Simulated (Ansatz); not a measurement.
**1T-MnSTe bilayer (AA) in a perpendicular field**

What dipole does a perpendicular field induce in the 1T-MnSTe bilayer (AA)? A positive field points along +c.

Main program and level: Ansatz 0.2.0; plane-wave DFT, PBE+U-D3(BJ), Ansatz PAW.

## 1. Starting point

The cell holds 6 atoms: 2 Te, 2 Mn and 2 S. Cell: a = 3.555 Å, b = 3.555 Å, c = 48.372 Å, α = 90.0°, β = 90.0°, γ = 120.0°. Regions: layer 1: 1T-MnSTe, 3 atoms (1 Te, 1 Mn and 1 S); layer 2: 1T-MnSTe, 3 atoms (1 Te, 1 Mn and 1 S). Vacuum lies along c.

## 2. Relaxation

The starting cell is a guess, so the in-plane lattice and the atoms are relaxed first, with the slab cut off from its images along the normal.

Contents of input.yaml:

```yaml
crystal:
  lattice:
    - [3.555203, 0.0, 0.0]
    - [-1.7776015, 3.0788961136, 0.0]
    - [0.0, 0.0, 48.3723000381]
  atoms:
    - { symbol: Te, position: [0.6666666667, 0.3333333333, 0.4103588207] }
    - { symbol: Mn, position: [0.0, 0.0, 0.4450416938], spin: 4.0 }
    - { symbol: S, position: [0.3333333333, 0.6666666667, 0.4674400432] }
    - { symbol: Te, position: [0.6666666667, 0.3333333333, 0.5325599568] }
    - { symbol: Mn, position: [0.0, 0.0, 0.5672428298], spin: 4.0 }
    - { symbol: S, position: [0.3333333333, 0.6666666667, 0.5896411793] }
  periodic: [true, true, false]
magnetization:
  spin_polarized: true
kpoints:
  mp_grid: { grid: [12, 12, 1] }
hamiltonian:
  xc: pbe
  dispersion: d3bj
  hubbard: { sites: [{ species: Mn, l: d, u_eff: 4.0 }] }
scf:
  occupations: { method: fermi_dirac, width: 0.05 }
  convergence: { dr2_threshold: 1.0e-09 }
relax:
  f_tol: 0.004
  max_steps: 90
  cell: {}
output:
  write_potential: true
  write_density: true
  volumetric_format: npy
```

On the command line:

```
$ ansatz run input.yaml --threads 4 --pin off --max-ram 6144MiB --backend cpu --events-out ev --progress --plain --runs-dir out
```

Numbers of over 12 decimals in the logs are rounded to 6 here.

What it wrote:

```text
Warning: relax.cell: scf.convergence.dr2_threshold = 1e-9 eV is looser than the 1.72089992507e-10 eV advised for a relaxation that steers and ends on the stress (1e-10 eV for each atom of the cell: 6, times the square of relax.cell.stress_2d_tol = 0.05 N/m over 18.7 Å (the atoms' height at the walk's start and 5 Å past either face), 2.678e-2 GPa, over a crystal's default 0.05). What an SCF threshold leaves in a stress goes as its square root, and in the free energy as the threshold itself, and one threshold admits the most on a small cell: [figures from the program's tests cut] Set scf.convergence.dr2_threshold to 1.72089992507e-10 eV or tighter. [rest of the remark cut]
Te: projections on atomic orbitals take those of the free atom [Kr] 4d10 5s2 5p4, of charge +0.00 (hamiltonian.pseudopotentials.projection_atoms); the dataset's partial waves leave at most 7.8e-6 of an orbital's norm unspanned inside its sphere
Mn: projections on atomic orbitals take those of the free atom [Ne] 3s2 3p6 3d5 4s2, of charge +0.00 (hamiltonian.pseudopotentials.projection_atoms); the dataset's partial waves leave at most 9.0e-7 of an orbital's norm unspanned inside its sphere
S: projections on atomic orbitals take those of the free atom [Ne] 3s2 3p4, of charge +0.00 (hamiltonian.pseudopotentials.projection_atoms); the dataset's partial waves leave at most 1.6e-7 of an orbital's norm unspanned inside its sphere
Engine: ansatz 0.2.0, aarch64-unknown-linux-gnu
Pseudopotentials: kind: paw
Pseudopotential: Te, paw, valence charge 16, recommended cutoff 420 eV (normal), Te.paw.azcp
Pseudopotential: Mn, paw, valence charge 15, recommended cutoff 420 eV (normal), Mn.paw.azcp
Pseudopotential: S, paw, valence charge 6, recommended cutoff 420 eV (normal), S.paw.azcp
Functional definition: PBE
  parameter kappa = 0.804
  parameter beta = 0.066725
  exchange = pbe_x(kappa = kappa, mu = beta*pi^2/3)
  correlation = pbe_c(beta = beta)
Crystal: 6 atoms, lattice volume = 529.488 Å³
Basis set: ecut = 420 eV, 10211 PW (Γ), exchange–correlation on 48×48×648 points (8 copies of the dense FFT grid, shifted against one another)
Bands: 50, of which v1, the nominal top of the filled ones, is band 37 counted from 1 (36 counted from 0)
Symmetry: 6 space group operations
Space group: P3m1 (ITA 156), of the structure as read, at distance tolerance 8.1e-5 Å
Magnetic group: BNS 156.49 (UNI 1279), of the structure as read, at distance tolerance 8.1e-5 Å
k-points: 19 of 144 (time reversal used)
Non-local potential: Te, projectors of the file, l = 0: 2, l = 1: 2, l = 2: 2, l = 3: 2
Non-local potential: Mn, projectors of the file, l = 0: 3, l = 1: 2, l = 2: 3, l = 3: 1
Non-local potential: S, projectors of the file, l = 0: 2, l = 1: 2, l = 2: 2
PAW form: soft (Blöchl's): semilocal exchange-correlation on the pseudo side does not see the compensation charge
PAW one-centre angular grid: Te, 590 points (default); XC on 64 Gauss nodes
PAW one-centre angular grid: Mn, 590 points (default); XC on 64 Gauss nodes
PAW one-centre angular grid: S, 110 points (default); XC on 64 Gauss nodes
Initial density: superposition of atomic densities (neutral atoms: chi_scale 0, normalization atom)
Starting moments: Σ|m| = 8 μB on 2 of 6 sites
Initial wavefunctions: pseudopotential atomic-orbital guess
Functional: x = pbe(κ = 0.804, μ = 0.219515), c = pbe(β = 0.066725)
SCF iter   1: F=—  HF=-23561.623819 eV  |F-HF|=—  |Δ(HF+E_count)|=         —  Δρ=1.45e-2 (↑1.45e-2 ↓1.04e-2)  dr2=1.10e1  dr2_m=3.53e-1  M=7.017 μB ∫|m|=9.127 μB  β_m=1.00  ethr=3.10e-3  ⟨swp⟩=20.1  Hψ=14061  notcnv=0  defer=16
preconditioner: auto → none  [metal: Δε(μ)=0.005 eV  Ē_g=9.541 eV  σ=0.050 eV  W_gap=0.03  n_scr=30 (ndim 8)  ℏωp=9.9 eV  f_vac=0.738  D(μ)=3.39/eV (n_scr^D=16)  sad-step TF]
SCF iter   2: F=—  HF=-23561.366160 eV  |F-HF|=—  |Δ(HF+E_count)|=   2.58e-1  Δρ=6.09e-3 (↑5.57e-3 ↓6.09e-3)  dr2=4.88e0  dr2_m=6.78e-3  M=6.718 μB ∫|m|=9.365 μB  β_m=1.00  ethr=3.10e-3  ⟨swp⟩=3.7  Hψ=3061  notcnv=0  defer=144
SCF iter   3: F=—  HF=-23562.315840 eV  |F-HF|=—  |Δ(HF+E_count)|=   9.50e-1  Δρ=1.54e-2 (↑1.54e-2 ↓4.06e-3)  dr2=7.42e1  dr2_m=1.97e-1  M=7.067 μB ∫|m|=9.375 μB  β_m=0.30  ethr=3.10e-3  ⟨swp⟩=6.7  Hψ=5348  notcnv=0  defer=144
SCF iter   4: F=—  HF=-23561.889462 eV  |F-HF|=—  |Δ(HF+E_count)|=   4.26e-1  Δρ=1.07e-2 (↑1.07e-2 ↓3.38e-3)  dr2=3.35e1  dr2_m=1.00e-1  M=6.774 μB ∫|m|=9.385 μB  β_m=0.30  ethr=3.10e-3  ⟨swp⟩=4.4  Hψ=3231  notcnv=0  defer=160
SCF iter   5: F=—  HF=-23561.243866 eV  |F-HF|=—  |Δ(HF+E_count)|=   6.46e-1  Δρ=2.85e-3 (↑2.85e-3 ↓2.11e-3)  dr2=9.06e-1  dr2_m=5.13e-3  M=6.655 μB ∫|m|=9.361 μB  β_m=0.30  ethr=3.10e-3  ⟨swp⟩=4.6  Hψ=4257  notcnv=0  defer=146
SCF iter   6: F=—  HF=-23561.245819 eV  |F-HF|=—  |Δ(HF+E_count)|=   1.95e-3  Δρ=2.15e-3 (↑2.15e-3 ↓1.59e-3)  dr2=8.24e-1  dr2_m=4.89e-3  M=6.582 μB ∫|m|=9.369 μB  β_m=0.30  ethr=1.22e-3  ⟨swp⟩=4.0  Hψ=3153  notcnv=0  defer=150
SCF iter   7: F=—  HF=-23561.224506 eV  |F-HF|=—  |Δ(HF+E_count)|=   2.13e-2  Δρ=1.20e-3 (↑1.20e-3 ↓1.13e-3)  dr2=7.18e-2  dr2_m=2.64e-3  M=6.585 μB ∫|m|=9.345 μB  β_m=0.30  ethr=1.11e-3  ⟨swp⟩=3.5  Hψ=2515  notcnv=0  defer=152
SCF iter   8: F=—  HF=-23561.232235 eV  |F-HF|=—  |Δ(HF+E_count)|=   7.73e-3  Δρ=1.02e-3 (↑1.02e-3 ↓7.95e-4)  dr2=1.16e-1  dr2_m=2.75e-3  M=6.561 μB ∫|m|=9.348 μB  β_m=0.30  ethr=9.70e-5  ⟨swp⟩=3.2  Hψ=3080  notcnv=0  defer=157
SCF iter   9: F=—  HF=-23561.234973 eV  |F-HF|=—  |Δ(HF+E_count)|=   2.74e-3  Δρ=5.47e-4 (↑5.47e-4 ↓5.38e-4)  dr2=6.60e-3  dr2_m=1.30e-3  M=6.565 μB ∫|m|=9.334 μB  β_m=0.30  ethr=9.70e-5  ⟨swp⟩=2.5  Hψ=2424  notcnv=0  defer=153
SCF iter  10: F=—  HF=-23561.237960 eV  |F-HF|=—  |Δ(HF+E_count)|=   2.99e-3  Δρ=5.00e-4 (↑5.00e-4 ↓4.99e-4)  dr2=2.31e-3  dr2_m=1.16e-3  M=6.556 μB ∫|m|=9.325 μB  β_m=0.30  ethr=8.91e-6  ⟨swp⟩=2.1  Hψ=2372  notcnv=0  defer=153
SCF iter  11: F=—  HF=-23561.239812 eV  |F-HF|=—  |Δ(HF+E_count)|=   1.85e-3  Δρ=4.81e-4 (↑4.81e-4 ↓4.17e-4)  dr2=5.73e-4  dr2_m=9.58e-4  M=6.549 μB ∫|m|=9.319 μB  β_m=0.30  ethr=3.12e-6  ⟨swp⟩=1.8  Hψ=2066  notcnv=0  defer=153
SCF iter  12: F=—  HF=-23561.241305 eV  |F-HF|=—  |Δ(HF+E_count)|=   1.49e-3  Δρ=4.07e-4 (↑3.68e-4 ↓4.07e-4)  dr2=1.90e-2  dr2_m=6.40e-4  M=6.552 μB ∫|m|=9.308 μB  β_m=0.30  ethr=7.74e-7  ⟨swp⟩=3.4  Hψ=3193  notcnv=0  defer=153
SCF iter  13: F=—  HF=-23561.241762 eV  |F-HF|=—  |Δ(HF+E_count)|=   4.58e-4  Δρ=3.58e-4 (↑3.32e-4 ↓3.58e-4)  dr2=7.73e-5  dr2_m=5.73e-4  M=6.542 μB ∫|m|=9.305 μB  β_m=0.30  ethr=7.74e-7  ⟨swp⟩=2.3  Hψ=2195  notcnv=0  defer=153
[...]
SCF iter  18: F=—  HF=-23562.257972 eV  |F-HF|=—  |Δ(HF+E_count)|=   2.27e-6  Δρ=2.29e-5 (↑2.29e-5 ↓2.13e-5)  dr2=1.56e-5  dr2_m=1.39e-6  M=7.167 μB ∫|m|=10.148 μB  β_m=0.30  ethr=1.03e-7  ⟨swp⟩=2.6  Hψ=2455  notcnv=0  defer=140
SCF iter  19: F=—  HF=-23562.257972 eV  |F-HF|=—  |Δ(HF+E_count)|=   5.76e-7  Δρ=2.56e-5 (↑2.56e-5 ↓1.68e-5)  dr2=4.26e-5  dr2_m=1.49e-6  M=7.166 μB ∫|m|=10.148 μB  β_m=0.27  ethr=2.11e-8  ⟨swp⟩=3.0  Hψ=2716  notcnv=0  defer=140  recentre
SCF iter  20: F=—  HF=-23562.257972 eV  |F-HF|=—  |Δ(HF+E_count)|=   3.34e-7  Δρ=1.46e-5 (↑1.39e-5 ↓1.46e-5)  dr2=4.90e-5  dr2_m=6.49e-7  M=7.167 μB ∫|m|=10.148 μB  β_m=0.22  ethr=2.11e-8  ⟨swp⟩=2.4  Hψ=2170  notcnv=0  defer=140
SCF iter  21: F=—  HF=-23562.257971 eV  |F-HF|=—  |Δ(HF+E_count)|=   6.51e-7  Δρ=1.05e-5 (↑9.77e-6 ↓1.05e-5)  dr2=3.24e-6  dr2_m=4.49e-7  M=7.167 μB ∫|m|=10.148 μB  β_m=0.25  ethr=2.11e-8  ⟨swp⟩=1.7  Hψ=2101  notcnv=0  defer=140
SCF iter  22: F=—  HF=-23562.257971 eV  |F-HF|=—  |Δ(HF+E_count)|=   2.18e-7  Δρ=7.04e-6 (↑6.63e-6 ↓7.04e-6)  dr2=7.43e-7  dr2_m=2.19e-7  M=7.167 μB ∫|m|=10.148 μB  β_m=0.44  ethr=4.38e-9  ⟨swp⟩=2.1  Hψ=2528  notcnv=0  defer=143
SCF iter  23: F=—  HF=-23562.257972 eV  |F-HF|=—  |Δ(HF+E_count)|=   2.47e-7  Δρ=2.98e-6 (↑2.81e-6 ↓2.98e-6)  dr2=3.81e-7  dr2_m=2.90e-8  M=7.166 μB ∫|m|=10.148 μB  β_m=0.40  ethr=1.00e-9  ⟨swp⟩=2.4  Hψ=2528  notcnv=0  defer=143
SCF iter  24: F=—  HF=-23562.257972 eV  |F-HF|=—  |Δ(HF+E_count)|=   7.29e-9  Δρ=2.62e-6 (↑2.62e-6 ↓9.71e-7)  dr2=1.82e-7  dr2_m=1.26e-8  M=7.166 μB ∫|m|=10.148 μB  β_m=0.33  ethr=5.15e-10  ⟨swp⟩=2.8  Hψ=2577  notcnv=0  defer=143
SCF iter  25: F=—  HF=-23562.257972 eV  |F-HF|=—  |Δ(HF+E_count)|=   1.04e-8  Δρ=1.17e-6 (↑1.17e-6 ↓9.18e-7)  dr2=1.58e-8  dr2_m=4.09e-9  M=7.166 μB ∫|m|=10.148 μB  β_m=0.36  ethr=2.45e-10  ⟨swp⟩=2.1  Hψ=2314  notcnv=0  defer=143
SCF iter  26: F=—  HF=-23562.257972 eV  |F-HF|=—  |Δ(HF+E_count)|=   2.03e-9  Δρ=8.82e-7 (↑8.82e-7 ↓3.73e-7)  dr2=9.46e-9  dr2_m=1.27e-9  M=7.166 μB ∫|m|=10.148 μB  β_m=0.31  ethr=2.14e-11  ⟨swp⟩=3.0  Hψ=2961  notcnv=0  defer=143
SCF iter  27: F=—  HF=-23562.257972 eV  |F-HF|=—  |Δ(HF+E_count)|=   1.03e-9  Δρ=4.75e-7 (↑4.75e-7 ↓2.88e-7)  dr2=1.51e-8  dr2_m=5.19e-10  M=7.166 μB ∫|m|=10.148 μB  β_m=0.26  ethr=1.28e-11  ⟨swp⟩=2.7  Hψ=2640  notcnv=0  defer=143
SCF iter  28: F=—  HF=-23562.257972 eV  |F-HF|=—  |Δ(HF+E_count)|=  4.00e-10  Δρ=2.95e-7 (↑2.55e-7 ↓2.95e-7)  dr2=4.19e-9  dr2_m=2.95e-10  M=7.166 μB ∫|m|=10.148 μB  β_m=0.22  ethr=1.28e-11  ⟨swp⟩=2.3  Hψ=2154  notcnv=0  defer=143
iter 29 met the thresholds in force, and the SCF goes on: an eigenvalue changes by 0.18 meV, over its tolerance of 0.06 meV (output.eigenvalues, Limitations)
SCF iter  29: F=-23562.257972 eV  HF=-23562.257972 eV  |F-HF|=4.84e-10  |Δ(HF+E_count)|=  8.73e-11  Δρ=1.63e-7 (↑1.51e-7 ↓1.63e-7)  dr2=5.26e-10  dr2_m=1.09e-10  M=7.166 μB ∫|m|=10.148 μB  β_m=0.36  ethr=1.35e-12  ⟨swp⟩=2.0  Hψ=5017  notcnv=0
SCF iter  30: F=-23562.257972 eV  HF=-23562.257972 eV  |F-HF|=9.75e-9  |Δ(HF+E_count)|=  2.91e-10  Δρ=1.47e-7 (↑1.47e-7 ↓9.84e-8)  dr2=9.88e-9  dr2_m=2.15e-11  M=7.166 μB ∫|m|=10.148 μB  β_m=0.22  ethr=1.00e-12  ⟨swp⟩=2.6  Hψ=2267  notcnv=0  defer=143  recentre
SCF iter  31: F=-23562.257972 eV  HF=-23562.257972 eV  |F-HF|=7.68e-10  |Δ(HF+E_count)|=  1.89e-10  Δρ=8.63e-8 (↑8.63e-8 ↓7.65e-8)  dr2=9.66e-10  dr2_m=2.50e-11  M=7.166 μB ∫|m|=10.148 μB  ethr=1.00e-12  ⟨swp⟩=1.7  Hψ=4449  notcnv=0
SCF 1 converged in 31 iterations: F = -23562.257972 eV  dr2 = 9.66e-10
a single-point calculation of the run's input, under the relaxation's own `scf.mixing.negative_modes` where the relaxation goes by `scf.lower_state_search: light` itself or types `scf.max_iter`, was made at the relaxed geometry, from the atoms, in 31 SCF iterations in all. It converged +0.0 meV from the relaxation's final energy, with moments (-0.24, 4.07, -0.21, -0.38, 3.90, -0.23 Bohr magnetons, atom by atom), which does not count as lower, and the relaxation's result stands. No further magnetic order was relaxed to its end, and one can end lower (see `relax.adjacent_minimum`).
SCF converged after 28 iterations
an eigenvalue changed by more than its tolerance at an iteration that met the thresholds in force, so the SCF went on 3 times, its first undamped step at iteration 23: the last check found none over its tolerance
Magnetization: 7.1664 μB (40.5832 up, 33.4168 down)
Absolute magnetization: 10.1505 μB (∫|ρ↑−ρ↓|, with the PAW one-centre terms)
Spin contamination: 1.4284 ħ² per cell (⟨S²⟩ above its minimum at these occupations)
Per-site moments (μB) at R_I (Å): [(-0.235947, 1.189151), (4.072659, 1.004468), (-0.209069, 1.004468), (-0.382734, 1.167887), (3.901360, 0.986351), (-0.225725, 0.986351)]
Free energy (F): -23562.257972 eV
Harris-Foulkes:  -23562.257972 eV  (|F-HF|=2.55e-11)
Internal energy: -23562.232214 eV  (E = F + TS)
E sigma→0 (E₀):  -23562.245093 eV
Entropy (-TS):   -0.025757 eV (-4.293 meV/atom)
Fermi energy:    -5.678856 eV
--- Per-component energies (eV) ---
  E_band       = -2237.078758
  E_kinetic    = 1170.419999
  E_local      = -380774.614625  (includes V_loc(G=0)·N_el)
  E_nonlocal   = -65.210887
  E_hartree    = 189746.875587
  E_xc         = -665.022118
  E_vxc        = -667.099107  (∫ρ·V_xc dr)
  E_hubbard    = 2.440521  (on-site DFT+U / exact-exchange correction)
  E_vhub       = -16.556954  (the Hubbard potential's part of the band-sum identity)
  E_paw        = -13133.202144  (= ΣΔE_a)
  E_vpaw       = -1377.768003  (= ΣTr[D̂ρ^β])
  E_aug_tail   = -0.000438  (compensation charges beyond the density's cutoff)
  E_ewald      = 180158.247544
  E_disp       = -2.165653  (pairwise vdW)
  E_smearing   = -0.025757  (= −TS)
  E_closure    = 0.000000  (closes the sum)
  Σ components = -23562.257972   (vs F -23562.257972, Δ=0.00e0)
--- Forces (eV/Å), atoms counted from 1 ---
  atom   1  Te     0.00000000     0.00000000     0.00103078
  atom   2  Mn     0.00000000     0.00000000    -0.00094194
  atom   3  S      0.00000000    -0.00000000     0.00024311
  atom   4  Te     0.00000000     0.00000000    -0.00003181
  atom   5  Mn     0.00000000     0.00000000    -0.00045519
  atom   6  S     -0.00000000    -0.00000000     0.00015566
  max |Σ_I F_I| component: 6.09e-7 eV/Å
--- 2D stress c σ (N/m, compression-positive) ---
       -0.002226      -0.000000       0.000000
       -0.000000      -0.002226       0.000000
        0.000000       0.000000      -0.000000
  P = ½ c Tr σ = -0.0022 N/m
--- Band table (eV; the first three rows and the last of 38) ---
  k-point 0 ↑: bands = [... 33 lower, -8.7104, -6.8530, -5.5476, -5.5476, -5.2284, -5.0245, -5.0245, -3.6486, ... 9 higher]
  k-point 1 ↑: bands = [... 33 lower, -8.6354, -6.8746, -6.0557, -5.6511, -5.3874, -5.1225, -5.0151, -4.2421, ... 9 higher]
  k-point 2 ↑: bands = [... 33 lower, -8.5376, -7.0579, -6.7878, -6.0691, -5.9320, -5.6442, -5.3971, -5.1985, ... 9 higher]
  k-point 18 ↓: bands = [... 33 lower, -6.8567, -2.9648, -2.8350, -2.8003, -2.6359, -2.5515, -2.5322, -1.9976, ... 9 higher]
  the weakly bound empty levels are not read free of the cell's end (hubbard_term)
--- Relaxed structure (8 steps of the walk, 7 accepted, 1 SCFs on fresh bases) ---
  F+E_penalty+E_count = -23562.25797171 eV   max|allowed force component| = 1.031e-3 eV/Å   (the final SCF, on the basis selected at the relaxed cell)
  cell:  # Å, volume = 545.9987 Å³
    - [3.610207, 0, 0]
    - [-1.805104, 3.126531, 0]
    - [0, 0, 48.3723000381]
  atoms:
    - { symbol: Te, position: [0.666667, 0.333333, 0.407636] }
    - { symbol: Mn, position: [3.7901602308714e-18, 0, 0.448805] }
    - { symbol: S, position: [0.333333, 0.666667, 0.474832] }
    - { symbol: Te, position: [0.666667, 0.333333, 0.525855] }
    - { symbol: Mn, position: [-1.789361448649834e-18, 0, 0.565466] }
    - { symbol: S, position: [0.333333, 0.666667, 0.589690] }
```

The job ended after 14 min (4 threads of Arm Neoverse V1, shared host; peak memory 1.9 GiB).

Step by step:

```
step  energy less that of the first step (eV)  largest force component (eV/Å)  volume (Å³)
   1                                   0.0000                          1.4155       529.49
   2                                  -0.9442                          0.6276       538.29
   3                                  -1.0002                          0.2460       538.14
   4                                  -0.9998                          0.3757       540.91
   5                                  -1.0133                          0.0400       542.54
   6                                  -1.0137                          0.0166       543.86
   7                                  -1.0138                          0.0036       545.40
   8                                  -1.0137                          0.0010       546.00
  9*                                  -1.0146                          0.0010       546.00
  9*                                  -1.0146                          0.0010       546.00
```

Relaxation steps marked * repeat the geometry before them on a plane-wave basis chosen anew for their cell, so energy and pressure can jump there. Relaxation step 4 was tried and not accepted.

Forces are held to the 6 operations that the run works with; a distortion that breaks them can't arise in this run.

```
cell as run  before  after  change
      a (Å)   3.555  3.610  +1.5 %
      b (Å)   3.555  3.610  +1.5 %
```

The atoms that moved most (Å, along periodic axes as changes of fractional coordinates times the final cell, across vacuum about the mean position):

```
atom     dx     dy      dz  length
  S3  0.000  0.000   0.358   0.358
 Te4  0.000  0.000  -0.324   0.324
 Mn2  0.000  0.000   0.182   0.182
 Te1  0.000  0.000  -0.132   0.132
 Mn5  0.000  0.000  -0.086   0.086
```

Final coordinates:

```xyz
6
Lattice="3.6102 0.0000 0.0000 -1.8051 3.1265 0.0000 0.0000 0.0000 48.3723" Properties=species:S:1:pos:R:3
Te    1.8051    1.0422   19.7183
Mn    0.0000    0.0000   21.7097
S     0.0000    2.0844   22.9687
Te    1.8051    1.0422   25.4368
Mn    0.0000    0.0000   27.3529
S     0.0000    2.0844   28.5247
```

This step gave:

- energy at zero smearing: -23562.2451 eV
- total moment: 7.166 μB
- site moments: -0.2359, 4.073, -0.2091, -0.3827, 3.901, -0.2257 μB

Site moment by atom:

```
atom  site moment (μB)
 Te1             -0.24
 Mn2              4.07
  S3             -0.21
 Te4             -0.38
 Mn5              3.90
  S6             -0.23
```

The lattice constant a goes from 3.555 to 3.610 Å.

(Part 1 of 3 ends here.)

[Logs are printed without paths, hosts, clocks, repeated set-up lines and the standing remarks that a program may print on its own settings, such as how far it seeks lower states.]

[Hosts, paths, dates, database ids (printed as entryN), source tags and the programs' standing remarks are cut or masked in the printed files.]

[Maps of the electrostatic potential energy from Ansatz leave out the sawtooth potential of an applied field or a dipole correction, so their vacuum need not be flat; planar profiles and work functions include it.]
